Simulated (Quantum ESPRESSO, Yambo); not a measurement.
# A GW chain in Yambo: TiO2 (Rutile), part 2 of 3

Aim: the G0W0 gap of TiO2 (Rutile) on PBE, step by step.

Quantum ESPRESSO 7.5 and Yambo 5.3.0; PBE and many-body steps on it, plane waves. Known limits of the many-body steps: not at the basis limit; coarse k mesh.

So far. Step 2 (Ground state): The gap is direct, at Γ. Step 3 (Bands along the symmetry lines): The gap is 1.917 eV, as in the run before at this level.

### 4. Empty states on the mesh, 4×4×4 mesh, 89 bands

Level of this step: DFT, PBE, plane waves, norm-conserving pseudopotentials (Quantum ESPRESSO).

The sums over transitions need many empty states on a uniform mesh; this step solves for them.

Contents of pw.in:

```
&control
  calculation = 'nscf'
  prefix = 'x'
  outdir = 'o'
  pseudo_dir = 'pseudo'
/
&system
  ibrav = 0
  nat = 6
  ntyp = 2
  ecutwfc = 76.0
  nbnd = 89
  force_symmorphic = .true.
/
&electrons
  conv_thr = 1e-9
  electron_maxstep = 80
  diago_full_acc = .true.
  diago_thr_init = 5e-6
/
ATOMIC_SPECIES
  Ti 47.867 Ti.upf
  O 15.999 O.upf
CELL_PARAMETERS angstrom
  4.5922000000 0.0000000000 0.0000000000
  0.0000000000 4.5922000000 0.0000000000
  0.0000000000 0.0000000000 2.9574000000
ATOMIC_POSITIONS crystal
  Ti 0.0000000000 0.0000000000 0.0000000000
  Ti 0.5000000000 0.5000000000 0.5000000000
  O 0.3049600000 0.3049600000 0.0000000000
  O 0.1950400000 0.8049600000 0.5000000000
  O 0.6950400000 0.6950400000 0.0000000000
  O 0.8049600000 0.1950400000 0.5000000000
K_POINTS automatic
  4 4 4 0 0 0
```

On the command line:

```sh
$ OMP_NUM_THREADS=1 mpirun -n 4 pw.x -nk 4 -in pw.in > pw.out
```

Output:

```text
[banner, memory and clock lines left out]
Program PWSCF v.7.5 starts

     Atomic positions and unit cell read from directory:
     o/x.save/

     Message from routine setup:
     using ibrav=0 with symmetry is DISCOURAGED, use correct ibrav instead

     G-vector sticks info

     bravais-lattice index     =            0
     lattice parameter (alat)  =       8.6780  a.u.
     unit-cell volume          =     420.8703 (a.u.)^3
     number of atoms/cell      =            6
     number of atomic types    =            2
     number of electrons       =        48.00
     number of Kohn-Sham states=           89
     kinetic-energy cutoff     =      76.0000  Ry
     charge density cutoff     =     304.0000  Ry
     Exchange-correlation= PBE
                           (   1   4   3   4   0   0   0)

     celldm(1)=   8.678000  celldm(2)=   0.000000  celldm(3)=   0.000000
     celldm(4)=   0.000000  celldm(5)=   0.000000  celldm(6)=   0.000000

     crystal axes: (cart. coord. in units of alat)
               a(1) = (   1.000000   0.000000   0.000000 )
               a(2) = (   0.000000   1.000000   0.000000 )
               a(3) = (   0.000000   0.000000   0.644005 )

     reciprocal axes: (cart. coord. in units 2 pi/alat)
               b(1) = (  1.000000  0.000000  0.000000 )
               b(2) = (  0.000000  1.000000  0.000000 )
               b(3) = (  0.000000  0.000000  1.552783 )
     Pseudo is Norm-conserving + core correction, Zval = 12.0
     Generated using ONCVPSP code by D. R. Hamann
     Using radial grid of 1586 points,  6 beta functions with:
     Pseudo is Norm-conserving + core correction, Zval =  6.0
     Generated using ONCVPSP code by D. R. Hamann
     Using radial grid of  936 points,  5 beta functions with:
     Ti               12.00    47.86700     Ti( 1.00)
     O                 6.00    15.99900     O ( 1.00)

      8 Sym. Ops., with inversion, found

   Cartesian axes

     site n.     atom                  positions (alat units)
         1        Ti     tau(   1) = (   0.0000000   0.0000000   0.0000000  )
         2        Ti     tau(   2) = (   0.5000000   0.5000000   0.3220025  )
         3        O      tau(   3) = (   0.3049600   0.3049600   0.0000000  )
         4        O      tau(   4) = (   0.1950400   0.8049600   0.3220025  )
         5        O      tau(   5) = (   0.6950400   0.6950400   0.0000000  )
         6        O      tau(   6) = (   0.8049600   0.1950400   0.3220025  )

     number of k points=    21
                       cart. coord. in units 2pi/alat
        k(    1) = (   0.0000000   0.0000000   0.0000000), wk =   0.0312500
        k(    2) = (   0.0000000   0.0000000   0.3881957), wk =   0.0625000
        k(    3) = (   0.0000000   0.0000000  -0.7763914), wk =   0.0312500
[...]
[... 9 further rows ...]
        k(   20) = (  -0.2500000   0.2500000  -0.3881957), wk =   0.1250000
        k(   21) = (  -0.2500000   0.2500000   0.7763914), wk =   0.0625000

     Dense  grid:    37691 G-vectors     FFT dimensions: (  50,  50,  32)

     The potential is recalculated from file :
     o/x.save/charge-density

     Starting wfcs are   36 randomized atomic wfcs +   53 random wfcs

     Band Structure Calculation

     End of band structure calculation

          k = 0.0000 0.0000 0.0000 (  4679 PWs)   bands (ev):

   -47.7022 -47.6850 -24.0362 -24.0362 -23.8699 -23.8699 -23.8280 -23.7939
    -8.9940  -7.8255  -7.0734  -7.0733   3.3904   3.8036   4.2574   5.3278
     5.3278   6.6120   6.6120   7.1747   8.4480   8.7087   8.7087   9.1604
[...]
60.6919

          k = 0.0000 0.0000 0.3882 (  4700 PWs)   bands (ev):

[...]
61.6158

          k = 0.0000 0.0000-0.7764 (  4648 PWs)   bands (ev):

[...]
50.7935  50.7935  51.6859  51.6859  53.7408  53.7408  54.8244  54.8244
    54.9111  54.9111  55.7552  55.7552  56.6217  56.6217  57.0585  57.0585
    59.4555

          k = 0.0000 0.2500 0.0000 (  4726 PWs)   bands (ev):

     [... further k-points ...]

     highest occupied, lowest unoccupied level (ev):     9.1604   11.0771

     XML data file, pseudopotentials, collected wavefunctions
```

Run time: 14 s. Hardware: 4 MPI ranks of Arm Neoverse V2, shared host; peak memory 0.36 GiB.

Numbers from this step:

```yaml
gap: 1.917 eV
k_of_the_valence_top: 0, 0, 0
k_of_the_conduction_bottom: 0, 0, 0
least_direct_gap: 1.917 eV
k_points_computed: 21
lowest_point_of_the_top_converged_band_above_the_valence_top: 49.38 eV
```

On this mesh the gap is 1.917 eV.

### 5. Conversion and set-up

This step: Yambo 5.3.0; conversion and set-up on PBE, plane waves, norm-conserving pseudopotentials.

The states are converted to the many-body program's format and the q mesh is built.

On the command line:

```sh
$ (cd o/x.save; p2y > p2y.log; mv SAVE ../..); yambo > setup.log
```

Output:

```text
 Yambo, version 5.3.0

 [02] CORE Variables Setup
 =========================

  [02.01] Unit cells
  ==================

  Cell kind             :  Unknown
  Atoms in the cell     :  Ti  O
  number of Ti atoms    :  2
  number of O  atoms    :   4

  List of atomic masses
  Mass of Ti    :  47.86700
  Mass of O     :  15.99900

  List of atomic coordinates    : [cc]
  Ti1       :  0.000000  0.000000  0.000000  order 1
  Ti2       :  4.339000  4.339000  2.794338  order 2
  O1       :  2.646443  2.646443  0.000000  order 3
  O2       :  1.692557  6.985443  2.794338  order 4
  O3       :  6.031557  6.031557  0.000000  order 5
  O4       :  6.985443  1.692557  2.794338  order 6

  Alat factors          :  8.678000  8.678000  5.588676 [a.u.]
  Direct lattice volume :  420.8703 [a.u.]
  Direct lattice vectors:  A[ 1 ]  A[ 2 ]  A[ 3 ]
   A[ 1 ]:  1.000000  0.000000  0.000000  [iru]
   8.678000  0.000000  0.000000  [cc]
   A[ 2 ]:  0.000000  1.000000  0.000000  [iru]
   0.000000  8.678000  0.000000  [cc]
   A[ 3 ]:  0.000000  0.000000  1.000000  [iru]
   0.000000  0.000000  5.588676  [cc]

  Recip. lattice volume :  0.589375 [a.u.]
  Recip. lattice vectors:  B[ 1 ]  B[ 2 ]  B[ 3 ]
   B[ 1 ]:  1.000000  0.000000  0.000000  [iku]
   0.724036  0.000000  0.000000  [cc]
   B[ 2 ]:  0.000000  1.000000  0.000000  [iku]
   0.000000  0.724036  0.000000  [cc]
   B[ 3 ]:  0.000000  0.000000  1.000000  [iku]
   0.000000  0.000000  1.124271  [cc]

  [02.02] Symmetries
  ==================

  Inversion symmetry    : yes
  Spatial inversion     : yes
  Inversion index       :   5
  K-space Time-reversal : no
  Magnetic symmetries   : no
  Group table correct   : yes
  Symmetries units      :  [cc]

   [S 1]:  1.000000  0.000000  0.000000  0.000000  1.000000  0.000000  0.000000  0.000000  1.000000
   [S 2]: -1.000000  0.000000  0.000000  0.000000 -1.000000  0.000000  0.000000  0.000000  1.000000
   [S 3]:  0.000000  1.000000  0.000000  1.000000  0.000000  0.000000  0.000000  0.000000 -1.000000
[...]
[S 7]:  0.000000 -1.000000  0.000000 -1.000000  0.000000  0.000000  0.000000  0.000000  1.000000
   [S 8]:  0.000000  1.000000  0.000000  1.000000  0.000000  0.000000  0.000000  0.000000  1.000000

  [02.03] Reciprocal space
  ========================

  nG shells         :  2268
  nG charge         :   37691
  nG WFs            :   6025
  nC WFs            :   4748
  G-vecs. in first 80 shells:  [ Number ]
     1    5    9   11   19   23   31   39   47
    63   67   71   73   81   89   97  105  113
   129  137  145  161  177  181  189  197  201
[...]
713   721   737   753   761   777   793   809
  ...
  Shell energy in first 80 shells:  [ mHa ]
[...]
8911.88      9019.64      9080.82      9095.42      9342.94      9436.11      9543.87      9698.22      9881.76
[...]
K [14]         [rlu]:  0.250000 -0.500000  0.250000
         WF components:   4710
  [... 6 further k-points ...]
  K [21]         [rlu]: -0.250000  0.250000  0.500000
         WF components:   4716

  [02.05] Energies & Occupations
  ==============================

  [X] === General ===
  [X] Electronic Temperature                        :  0.000000  0.000000 [eV K]
  [X] Bosonic    Temperature                        :  0.000000  0.000000 [eV K]
  [X] Finite Temperature mode                       : no
  [X] El. density                                   :  0.76964E+24 [cm-3]
  [X] Fermi Level                                   :  9.160422 [eV]

  [X] === Gaps and Widths ===
  [X] Conduction Band Min                           :  1.916629 [eV]
  [X] Valence Band Max                              :  0.000000 [eV]
  [X] Filled Bands                                  :  24
  [X] Empty Bands                                   :   25   89
  [X] Direct Gap                                    :  1.916629 [eV]
  [X] Direct Gap localized at k                     :  1
  [X] Indirect Gap                                  :  1.916629 [eV]
  [X] Indirect Gap between kpts                     :  1  1
  [X] Last valence band width                       :  1.613133 [eV]
  [X] 1st conduction band width                     :  1.090839 [eV]

  E @ K [ 1]:  [eV]
  -56.86263 -56.84543 -33.19663 -33.19662 -33.03035 -33.03035 -32.98838 -32.95428
[...]
occ @ K [ 1]
[...]
E @ K [ 2]:  [eV]
[...]
occ @ K [ 2]
[...]
E @ K [ 3]:  [eV]
[...]
occ @ K [ 3]
[...]
E @ K [ 8]:  [eV]
[...]
occ @ K [ 8]
[...]
E @ K [ 9]:  [eV]
[...]
occ @ K [ 9]
[...]
E @ K [10]:  [eV]
[...]
occ @ K [10]
[...]
E @ K [11]:  [eV]
[...]
occ @ K [11]
[...]
E @ K [12]:  [eV]
[...]
occ @ K [12]
[...]
E @ K [13]:  [eV]
[...]
occ @ K [13]
[...]
E @ K [14]:  [eV]
[...]
occ @ K [14]
[...]
[... 6 further k-points ...]
  E @ K [21]:  [eV]
[...]
occ @ K [21]
[...]
0.000000  0.000000  0.000000  0.000000  0.000000  0.000000  0.000000  0.000000
   0.000000  0.000000  0.000000  0.000000  0.000000  0.000000  0.000000  0.000000

 [03] Transferred momenta grid and indexing
 ==========================================

 IBZ Q-points                                      :  21
 BZ  Q-points                                      :   64

 K/Q-points units:
 rlu = crystal or reduced units; cc = cartesian coordinates; iku = interal k-units

 Q [ 1]         [rlu]:  0.000000  0.000000  0.000000
 Q [ 2]         [rlu]:  0.000000  0.000000  0.250000
 Q [ 3]         [rlu]:  0.000000  0.000000 -0.500000
[...]
Q [ 8]         [rlu]:  0.000000 -0.500000  0.250000
 Q [ 9]         [rlu]:  0.000000 -0.500000 -0.500000
 Q [10]         [rlu]:  0.250000  0.250000  0.000000
     [... 9 further rows ...]
 Q [20]         [rlu]: -0.250000  0.250000 -0.250000
 Q [21]         [rlu]: -0.250000  0.250000  0.500000

  [03.01] X indexes
  =================

   [03.01.01] Sigma indexes
   ========================

 [06] Game Over & Game summary
```

The job ended after 2.3 s (1 MPI rank; peak memory 0.25 GiB).

[end of part 2 of 3]

[Paths, hosts, dates, memory and timing lines, banners, echoed tables and standing remarks are left out of the program output.]

[Logs are printed without paths, hosts, clocks, repeated set-up lines and the standing remarks that a program may print on its own settings, such as how far it seeks lower states.]

[Runs of the session that timed out or met a known fault of the program may be left out.]

[Hosts, paths, dates, database ids (printed as entryN), source tags and the programs' standing remarks are cut or masked in the printed files.]
